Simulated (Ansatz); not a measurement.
# Where F_i (4-fold void) puts its levels in the gap of YF3 (Pnma)

Wanted: the transition levels of a self-interstitial in YF3 (Pnma), from a cell of 64 host atoms with 1 F put in.

Calculated with Ansatz 0.2.0; place-levels on PBEsol runs: charge-transition levels and formation energies with image-charge correction and potential alignment at the atomic sites.

## 1. Set-up

The cell holds 65 atoms: 16 Y and 49 F. Its edges and angles: a = 9.320 Å, b = 9.320 Å, c = 8.738 Å, α = 90.0°, β = 90.0°, γ = 85.6°. It derives from YF3 (space group Pnma). Nearest the centre at fractional (0.287, 0.217, 0.002): F65 at 0.00 Å, F9 at 1.80 Å, F43 at 1.81 Å, F53 at 1.81 Å, F19 at 1.82 Å, F63 at 2.27 Å, Y7 at 2.59 Å, Y37 at 2.59 Å.

As a file:

```xyz
65
Lattice="6.3310 6.8394 0.0000 -6.3310 6.8394 0.0000 0.0000 0.0000 8.7381" Properties=species:S:1:pos:R:3 pbc="T T T"
Y    -2.3368    5.1295    4.1010
Y     3.9943    5.1295    4.1010
Y    -0.8287    1.7098    1.9165
Y    -0.8287    8.5492    1.9165
Y     0.8287    5.1295    2.4525
Y     0.8287   11.9689    2.4525
Y    -3.9943    8.5492    0.2680
Y     2.3368    8.5492    0.2680
F     1.0450    2.9878    1.6515
F     1.0450    9.8272    1.6515
F     2.1205    3.8515    3.8360
F     2.1205   10.6909    3.8360
F    -2.1205    7.2712    0.5330
F     4.2105    7.2712    0.5330
F    -1.0450    6.4075    2.7175
F     5.2860    6.4075    2.7175
F    -3.0192    8.5492    2.5753
F     3.3118    8.5492    2.5753
F    -0.1463    5.1295    0.3908
F    -0.1463   11.9689    0.3908
F     0.1463    1.7098    3.9782
F     0.1463    8.5492    3.9782
F    -3.3118    5.1295    1.7937
F     3.0192    5.1295    1.7937
F    -5.2860    7.2712    1.6515
F     1.0450    7.2712    1.6515
F    -4.2105    6.4075    3.8360
F     2.1205    6.4075    3.8360
F    -2.1205    2.9878    0.5330
F    -2.1205    9.8272    0.5330
F    -1.0450    3.8515    2.7175
F    -1.0450   10.6909    2.7175
Y    -2.3368    5.1295    8.4700
Y     3.9943    5.1295    8.4700
Y    -0.8287    1.7098    6.2855
Y    -0.8287    8.5492    6.2855
Y     0.8287    5.1295    6.8216
Y     0.8287   11.9689    6.8216
Y    -3.9943    8.5492    4.6370
Y     2.3368    8.5492    4.6370
F     1.0450    2.9878    6.0206
F     1.0450    9.8272    6.0206
F     2.1205    3.8515    8.2051
F     2.1205   10.6909    8.2051
F    -2.1205    7.2712    4.9020
F     4.2105    7.2712    4.9020
F    -1.0450    6.4075    7.0865
F     5.2860    6.4075    7.0865
F    -3.0192    8.5492    6.9444
F     3.3118    8.5492    6.9444
F    -0.1463    5.1295    4.7598
F    -0.1463   11.9689    4.7598
F     0.1463    1.7098    8.3472
F     0.1463    8.5492    8.3472
F    -3.3118    5.1295    6.1627
F     3.0192    5.1295    6.1627
F    -5.2860    7.2712    6.0206
F     1.0450    7.2712    6.0206
F    -4.2105    6.4075    8.2051
F     2.1205    6.4075    8.2051
F    -2.1205    2.9878    4.9020
F    -2.1205    9.8272    4.9020
F    -1.0450    3.8515    7.0865
F    -1.0450   10.6909    7.0865
F     0.4424    3.4526    0.0151
```

The host's dielectric constants go in as inputs: (2.82, 2.74, 2.68) for the electrons alone, (10.04, 9.91, 15.72) with the ions, from a response run on this crystal (DFPT, PBEsol) at that run's own cell.

The cell's shortest repeat is 8.7 Å.

## 2. Charge states

Levels follow from differences of total energies between charge states, each relaxed by itself.

Each atom starts 0.05 Å or so off its site in a random direction. Forces are taken at one point at (¼, ¼, ¼). The cell holds 1 electron more than the neutral one, with a uniform background that keeps it neutral on the whole.

The sampling was tested on the host first: at the k-points planned (1x1x1 shifted 0.25 0.25 0.25) its energy lies 0.000 eV an atom from the dense-mesh value, under the bound of 0.02 eV set for this test; that bounds the host's error, not the defect's.

One state's input; the others differ in charge, spin, start and seed, and in occupations where the table says so.

qm1.relax/input.yaml

```yaml
crystal:
  lattice:
    - [6.33103595, 6.83936158, 0.0]
    - [-6.33103595, 6.83936158, 0.0]
    - [0.0, 0.0, 4.36903083]
  atoms:
    - { symbol: "Y", position: [0.19045052, 0.55954948, 0.93865484] }
    - { symbol: "Y", position: [0.69045052, 0.05954948, 0.93865484] }
    - { symbol: "Y", position: [0.05954948, 0.19045052, 0.43865484] }
    - { symbol: "Y", position: [0.55954948, 0.69045052, 0.43865484] }
    - { symbol: "Y", position: [0.44045052, 0.30954948, 0.56134516] }
    - { symbol: "Y", position: [0.94045052, 0.80954948, 0.56134516] }
    - { symbol: "Y", position: [0.30954948, 0.94045052, 0.06134516] }
    - { symbol: "Y", position: [0.80954948, 0.44045052, 0.06134516] }
    - { symbol: F, position: [0.30095837, 0.13589913, 0.3780092] }
    - { symbol: F, position: [0.80095837, 0.63589913, 0.3780092] }
    - { symbol: F, position: [0.44904163, 0.11410087, 0.8780092] }
    - { symbol: F, position: [0.94904163, 0.61410087, 0.8780092] }
    - { symbol: F, position: [0.36410087, 0.69904163, 0.1219908] }
    - { symbol: F, position: [0.86410087, 0.19904163, 0.1219908] }
    - { symbol: F, position: [0.38589913, 0.55095837, 0.6219908] }
    - { symbol: F, position: [0.88589913, 0.05095837, 0.6219908] }
    - { symbol: F, position: [0.38655222, 0.86344778, 0.58945129] }
    - { symbol: F, position: [0.88655222, 0.36344778, 0.58945129] }
    - { symbol: F, position: [0.36344778, 0.38655222, 0.08945129] }
    - { symbol: F, position: [0.86344778, 0.88655222, 0.08945129] }
    - { symbol: F, position: [0.13655222, 0.11344778, 0.91054871] }
    - { symbol: F, position: [0.63655222, 0.61344778, 0.91054871] }
    - { symbol: F, position: [0.11344778, 0.63655222, 0.41054871] }
    - { symbol: F, position: [0.61344778, 0.13655222, 0.41054871] }
    - { symbol: F, position: [0.11410087, 0.94904163, 0.3780092] }
    - { symbol: F, position: [0.61410087, 0.44904163, 0.3780092] }
    - { symbol: F, position: [0.13589913, 0.80095837, 0.8780092] }
    - { symbol: F, position: [0.63589913, 0.30095837, 0.8780092] }
    - { symbol: F, position: [0.05095837, 0.38589913, 0.1219908] }
    - { symbol: F, position: [0.55095837, 0.88589913, 0.1219908] }
    - { symbol: F, position: [0.19904163, 0.36410087, 0.6219908] }
    - { symbol: F, position: [0.69904163, 0.86410087, 0.6219908] }
  supercell: [1, 1, 2]
  defects:
    - { interstitial: { symbol: F, position: [0.287349, 0.217469, 0.00173] } }
total_charge: -1
basis:
  ecutwfc: 420
  xc_grid: 2
hamiltonian:
  xc: pbesol
kpoints:
  mp_grid: { grid: [1, 1, 1], shift: [0.25, 0.25, 0.25] }
scf:
  occupations: { method: fixed }
  max_iter: 60
output:
  forces: true
  charged_corrections: { epsilon: [2.82, 2.74, 2.68], static_epsilon: [10.04, 9.91, 15.72] }
relax:
  f_tol: 0.02
  max_steps: 80
  random_displacement: { amplitude: 0.05, seed: 9635 }
checkpoint:
  write: "../qm1.relax.run"
  compress: false
  write_wavefunctions: true
  write_every: 100000
```

Run with:

```bash
$ ansatz run input.yaml --threads 4 --pin off --max-ram 7536MiB --backend cpu --events-out ev --progress --plain --runs-dir out
```

Defect states can disperse in a cell of this size, so the energy is taken again at a 2×2×2 shifted mesh, on the relaxed structure.

The run of this state that the levels use, under PBEsol:

qm1.point/input.yaml

```yaml
crystal:
  checkpoint: "../qm1.relax.run"
  host: checkpoint
total_charge: -1
basis:
  ecutwfc: 420
  xc_grid: 2
hamiltonian:
  xc: pbesol
kpoints:
  mp_grid: { grid: [2, 2, 2], shift: [0.5, 0.5, 0.5] }
scf:
  occupations: { method: fermi_dirac, width: 0.01 }
  max_iter: 60
output:
  forces: true
  eigenvalues: true
  charged_corrections:
    epsilon: [2.82, 2.74, 2.68]
    static_epsilon: [10.04, 9.91, 15.72]
    defect_position: [0.287349, 0.217469, 0.00173]
  eigenstates: { localisation: true }
  populations: true
  band_densities: [{ bands: [v1, v1] }, { bands: [c1, c1] }]
  write_density: true
  write_potential: true
  volumetric_format: npy
checkpoint:
  read: "../qm1.relax.run"
  write: "../qm1.point.run"
  compress: false
  write_wavefunctions: false
  write_every: 100000
```

Relaxations under PBEsol at one point at (¼, ¼, ¼); times on 4 threads of AMD EPYC 7R13 (Zen 3), shared host:

```
charge  moment (μB)  occupations    outcome  steps  largest displacement against the far atoms (Å)     time
    −1            0        fixed  converged     21                                            2.05  2.7 min
     0            1        fixed  converged     21                                            1.22  5.9 min
    +1            0        fixed  converged      7                                            0.44     85 s
    +1            2        fixed  converged      6                                            0.44  2.1 min
```

Single points under PBEsol at a 2×2×2 shifted mesh; times on 4 threads of AMD EPYC 7R13 (Zen 3), shared host:

```
charge  moment (μB)  occupations    outcome     time
    −1            0  fermi-dirac  converged     40 s
     0            1  fermi-dirac  converged  1.8 min
    +1            0  fermi-dirac  converged     45 s
    +1            2  fermi-dirac  converged     87 s
```

Distances (Å) from F65 to the nearest atoms after relaxation with PBEsol:

```
charge  moment (μB)      1.      2.      3.      4.      5.      6.
    −1            0  Y 2.16  F 2.22  F 2.22  F 2.27  Y 2.34  F 2.36
     0            1  F 1.88  F 2.08  Y 2.26  F 2.39  Y 2.41  F 2.47
    +1            0  F 1.70  F 1.70  F 2.28  F 2.28  F 2.35  F 2.35
    +1            2  F 2.00  F 2.00  F 2.06  F 2.07  F 2.37  F 2.37
```

## 3. Placing the levels, PBEsol

A charged cell interacts with its images and the background, and its potential has another zero than the host's. place-levels removes the first by a point-charge model, screened by the static dielectric constant since the ions have relaxed around the charge, and the second by comparing potentials at atoms far from the defect.

The host is a run of the defect-free crystal in the same cutoffs, grids and k-points, so that basis and sampling errors cancel in part in the differences. Its band edges come from a run of the primitive cell that searches the zone for them. The host is run in a cell of 32 atoms on a matching mesh. Chemical potentials are energies per atom of F (F2 molecule), run with the same functional and cutoff.

levels.point.yaml

```yaml
host:
  run: host.point.run
  levels_from: { run: edges.point.run }
states: [qm1.point.run, q0_M1.point.run, qp1.point.run, qp1_M2.point.run]
geometry_from:
  qm1.point.run: qm1.relax.run
  q0_M1.point.run: q0_M1.relax.run
  qp1.point.run: qp1.relax.run
  qp1_M2.point.run: qp1_M2.relax.run
  host.point.run: host.relax.run
chemical_potentials:
  F:
    energy: -797.642924
    dataset: <sha256 of the dataset>
epsilon: [2.82, 2.74, 2.68]
static_epsilon: [10.04, 9.91, 15.72]
vertical:
  - { from: qm1.point.run, to: qm1.point_neutral.run }
  - { from: qp1.point.run, to: qp1.point_neutral.run }
  - { from: qp1_M2.point.run, to: qp1_M2.point_neutral.run }
```

Run with:

```bash
$ ansatz place-levels levels.point.yaml -- --threads 4 --pin off --max-ram 7536MiB
```

Numbers of over 12 decimals in the logs are rounded to 6 here.

The log of the run:

```text
[... repeated set-up lines and file paths are left out, and long positions are rounded to six places ...]
(+1/0) 0.021 eV beneath the valence edge, in the valence band
(0/-1) 1.377 eV above the valence edge, 6.508 eV under the conduction edge
formation energy of charge +1: +1.585 eV with the Fermi level at the valence edge
formation energy of charge 0: +1.564 eV with the Fermi level at the valence edge
formation energy of charge -1: +2.941 eV with the Fermi level at the valence edge
vertical -1 to 0: no energy, since no alignment is typed
  the change from vertical[0].from (qm1.point.run) to vertical[0].to (qm1.point_neutral.run): by its potential at epsilon [2.82, 2.74, 2.68] it stands at 0.476 0.269 0.928, with an rms radius of about 3.7 Å (2.1 2.1 2.3 Å across the planes of the cell's [...]
vertical +1 to 0: no energy, since no alignment is typed
  the change from vertical[1].from (qp1.point.run) to vertical[1].to (qp1.point_neutral.run): by its potential at epsilon [2.82, 2.74, 2.68] it stands at 0.250 0.249 1.000, with an rms radius of about 1.4 Å (0.9 1.0 0.3 Å across the planes of the cell's [...]
vertical +1 to 0: no energy, since no alignment is typed
  the change from vertical[2].from (qp1_M2.point.run) to vertical[2].to (qp1_M2.point_neutral.run): by its potential at epsilon [2.82, 2.74, 2.68] it stands at 0.252 0.248 0.002, with an rms radius of about 2.1 Å (0.8 1.2 1.6 Å across the planes of the cell's [...]
  edges by pbesol of host.levels_from (edges.point.run), its mesh sampled to repeats of 26.21 Å (the valence edge +0.003 eV and the conduction edge -0.054 eV from those of the host's own run), gap 7.885 eV; the host is sampled to repeats of 25.32 Å
  the defect's cells are sampled to repeats of 25.32 Å, like sampling
  charge +1: -100075.8193 eV with its correction of +0.276 eV, at epsilon [10.04, 9.91, 15.72], aligned at sites: +0.0879 eV, mean over 33 atomic sites at or beyond 4.37 Å from the defect at [0.2873, 0.2175, 0.0017], with -0.002332 for the charge's moments [...]
  charge 0: +0.000 eV for its dipole among its images, +0.000 omitted
  charge -1: -100063.3561 eV with its correction of +0.010 eV, at epsilon [10.04, 9.91, 15.72], aligned at sites: +0.1772 eV, mean over 33 atomic sites at or beyond 4.37 Å from the defect at [0.2873, 0.2175, 0.0017], with +0.006799 for the charge's moments [...]
  charge +1: states[2] (qp1.point.run) stands 0.044 eV higher, with a moment of 0.00 μB against 2.00
  of states[3] (qp1_M2.point.run): it parts from the run at its places by a charge that spreads by about 1.6 Å along one vector (1.5 Å or more is wide), by its potential at epsilon [2.82, 2.74, 2.68], taken for that of held ions (one typed too small widens [...]
  of states[1] (q0_M1.point.run): its alignment with the host at atomic sites is doubtful: the mean over the far sites moves by -0.0528 eV from their farther parts to their nearer, more than 0.05 eV. [...]
  of states[0] (qm1.point.run): it parts from the run at its places by a charge that spreads by about 2.3 Å along one vector (1.5 Å or more is wide), by its potential at epsilon [2.82, 2.74, 2.68], taken for that of held ions (one typed too small widens it), [...]
  of states[2] (qp1.point.run): its alignment with the host at atomic sites is doubtful: the mean over the far sites moves by -0.0509 eV from their farther parts to their nearer, more than 0.05 eV. [...]
  of vertical[0].from (qm1.point.run): it parts from the run at its places by a charge that spreads by about 2.3 Å along one vector (1.5 Å or more is wide), by its potential at epsilon [2.82, 2.74, 2.68], taken for that of held ions (one typed too small [...]
  vertical[0].to (qm1.point_neutral.run): levels filled in part (TS 0.007 eV): its energy is of no whole electron's
  of vertical[1].from (qp1.point.run): its displacements don't fall off away from the defect: farther atoms stand 0.05 Å off the host's places. [...]
  of vertical[1].to (qp1.point_neutral.run): its displacements don't fall off away from the defect: farther atoms stand 0.05 Å off the host's places. [...]
  of vertical[2].from (qp1_M2.point.run): stability_check_not_made; [...]
  of vertical[2].to (qp1_M2.point_neutral.run): it set out from the moments of a save, which an earlier run chose (saved_moments_taken)
```

Wall time 0.5 s (4 threads of AMD EPYC 7R13 (Zen 3), shared host).

[end of part 1 of 2]

[Logs are printed without paths, hosts, clocks, repeated set-up lines and the standing remarks that a program may print on its own settings, such as how far it seeks lower states.]

[Hosts, paths, dates, database ids (printed as entryN), source tags and the programs' standing remarks are cut or masked in the printed files.]

[Where a table of states has a column of steps, it counts the stored structures, which are thinned; the runs took as many ionic steps or more.]

[A defect's name tells the site on which it was built; relaxed atoms can leave that site.]

[For some hosts the program warned that the k-mesh of the response run may be too coarse for force constants and the static dielectric constant; such warnings are not shown here.]
